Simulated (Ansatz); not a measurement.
# Elastic response of (14,0) carbon nanotube bundle (112 atoms): runs compared

Aim: relax (14,0) carbon nanotube bundle (112 atoms), then change its volume and shape to read moduli from the stress.

Computed with Ansatz 0.2.0: Kohn-Sham DFT, PBE+D4, PAW (set soft_2), plane waves.

### 1. The cell as built

The cell holds 112 atoms: 112 C. Cell: a = 14.263 Å, b = 14.263 Å, c = 8.371 Å, α = 90.0°, β = 90.0°, γ = 120.0°. It derives from C (graphene). Graphene sheet (a = 2.46 Å) rolled into a (14,0) tube of diameter 10.96 Å, 2 periods, hexagonal bundle with 3.3 Å between walls; minimised with a classical potential (one cell length free).

### 2. The reference run

The reference is a single point at the end of the relaxation.

Every strained cell starts from the geometry of this run, and its atoms are relaxed with the cell held.

Its input, with most atom lines left out:

```yaml
crystal:
  lattice:
    - [14.48179, 0.0, 0.0]
    - [-7.2409, 11.988, 0.0]
    - [0.0, 0.0, 8.52607]
  atoms:
    - { symbol: C, position: [0.38621, 1.0, 0.17575] }
    - { symbol: C, position: [0.42788, 0.10226, 0.09235] }
    - { symbol: C, position: [0.44756, 0.19909, 0.17571] }
    - { symbol: C, position: [0.44318, 0.28479, 0.0922] }
    - { symbol: C, position: [0.42788, 0.10226, 0.42567] }
    - { symbol: C, position: [0.44756, 0.19909, 0.34231] }
    - { symbol: C, position: [0.41566, 0.35474, 0.17564] }
    [... atom lines 8 to 112 left out ...]
kpoints:
  mp_grid: { grid: [1, 1, 2] }
hamiltonian:
  xc: pbe
  dispersion: d4
scf:
  occupations: { method: gaussian, width: 0.025 }
output:
  forces: true
  stress: true
  populations: true
  dos:
    method: { smearing: { sigma: 0.1 } }
    de: 0.1
    projected: { site_lists: { C: [C] } }
  eigenvalues: true
  write_density: true
  write_potential: true
  volumetric_format: npy
```

- free energy per atom: -251.0037 eV/atom
- r.m.s. force component: 0.00397 eV/Å
- pressure: -0.006051 GPa

Filled and empty levels are parted by 0.401 eV on the run's k-points; the mesh holds the band edges only if they fold onto it, so the gap at this level can be narrower or closed, while semilocal functionals tend to narrow gaps against experiment.

### 3. The runs

Each row is one run, on 8 threads of Arm Neoverse V2, shared host. The free energy is the program's total, comparable only between runs with the same functional, potentials and atoms.

| run | atoms | outcome | ionic steps, all passes | free energy (eV) | time | host memory (GiB) |
| --- | --- | --- | --- | --- | --- | --- |
| Single point at the start | 112 | converged | - | -28110.281 | 10 s | 4.8 |
| Cell and atoms relaxed | 112 | converged | 11 | -28112.410 | 2.2 min | 4.9 |
| Single point at the relaxed geometry | 112 | converged | - | -28112.410 | 26 s | 4.8 |
| Volume -3 % | 112 | converged | 2 | -28111.968 | 35 s | 4.7 |
| Volume +3 % | 112 | converged | 3 | -28112.041 | 50 s | 5.0 |
| Volume -6 % | 112 | converged | 3 | -28110.605 | 44 s | 4.5 |
| Volume +6 % | 112 | converged | 4 | -28111.004 | 63 s | 5.1 |
| Volume -10 % | 112 | converged | 6 | -28106.959 | 74 s | 4.4 |
| Stretched by 1 % along x | 112 | converged | 3 | -28112.395 | 47 s | 4.9 |
| Compressed by 1 % along x | 112 | converged | 3 | -28112.385 | 46 s | 4.8 |
| Sheared by 2 % in xy | 112 | converged | 3 | -28112.405 | 50 s | 4.9 |

In some runs the program notes that positions were snapped to a detected symmetry, the exchange-correlation potential is rough where the density is thin and the SCF threshold is loose for the stress.

### 4. Pressure against volume

Atoms are relaxed at each volume, in the scaled cell.

| volume change (%) | volume (Å³/atom) | energy change (meV/atom) | pressure (GPa) | largest move on relaxing (Å) | bonds | gap (eV) |
| --- | --- | --- | --- | --- | --- | --- |
| -10 | 11.894 | 48.67 | 13.15 | 0.22 | 168 | 0.370 |
| -6 | 12.423 | 16.12 | 6.91 | 0.13 | 168 | 0.414 |
| -3 | 12.820 | 3.94 | 3.55 | 0.05 | 168 | 0.425 |
| +0 | 13.216 | 0.00 | -0.01 | - | 168 | 0.401 |
| +3 | 13.612 | 3.29 | -2.61 | 0.07 | 168 | 0.355 |
| +6 | 14.009 | 12.56 | -4.76 | 0.15 | 168 | 0.290 |

### 5. Uniaxial strain and shear

Stress (GPa, compression positive) less that of the relaxed cell, atoms relaxed:

| strain | xx | yy | zz | xy | energy change (meV/atom) |
| --- | --- | --- | --- | --- | --- |
| stretched by 1 % along x | -0.393 | -0.264 | -0.015 | 0.000 | 0.13 |
| compressed by 1 % along x | 0.490 | 0.341 | 0.033 | 0.000 | 0.22 |
| sheared by 2 % in xy | -0.003 | 0.005 | 0.000 | -0.023 | 0.04 |

### 6. Findings

The bulk modulus, from the slope of pressure against ln V over the three points nearest the relaxed volume, is 103 GPa; between neighbouring points the slope runs 143, 107, 117, 88 and 75 GPa from the smallest volume up, without a steady fall, so no pressure derivative is given. The gap goes from 0.370 eV at the smallest volume to 0.290 eV at the largest, not monotonically (lowest 0.290, highest 0.425 eV), on the run's k-points. In the Cartesian axes of the cell, finite differences give C11 = 44.1, C12 = 30.3, C13 = 2.40 and C66 = 1.15 GPa (the shear of 2 % is the engineering strain, εxy = 0.01).

Caveats: Strains are finite and relaxations stop at the force tolerance of the input, which can leave moduli too stiff; they are those of a static cell at zero temperature. Volumes are changed with the cell's shape held, so in an anisotropic solid the modulus lies over the one under free hydrostatic load. The program notes that the SCF threshold of the relaxations is loose for the stress.

The DFT runs together took 9.6 min of wall time.

[Logs are printed without paths, hosts, clocks, repeated set-up lines and the standing remarks that a program may print on its own settings, such as how far it seeks lower states.]

[Hosts, paths, dates, database ids (printed as entryN), source tags and the programs' standing remarks are cut or masked in the printed files.]
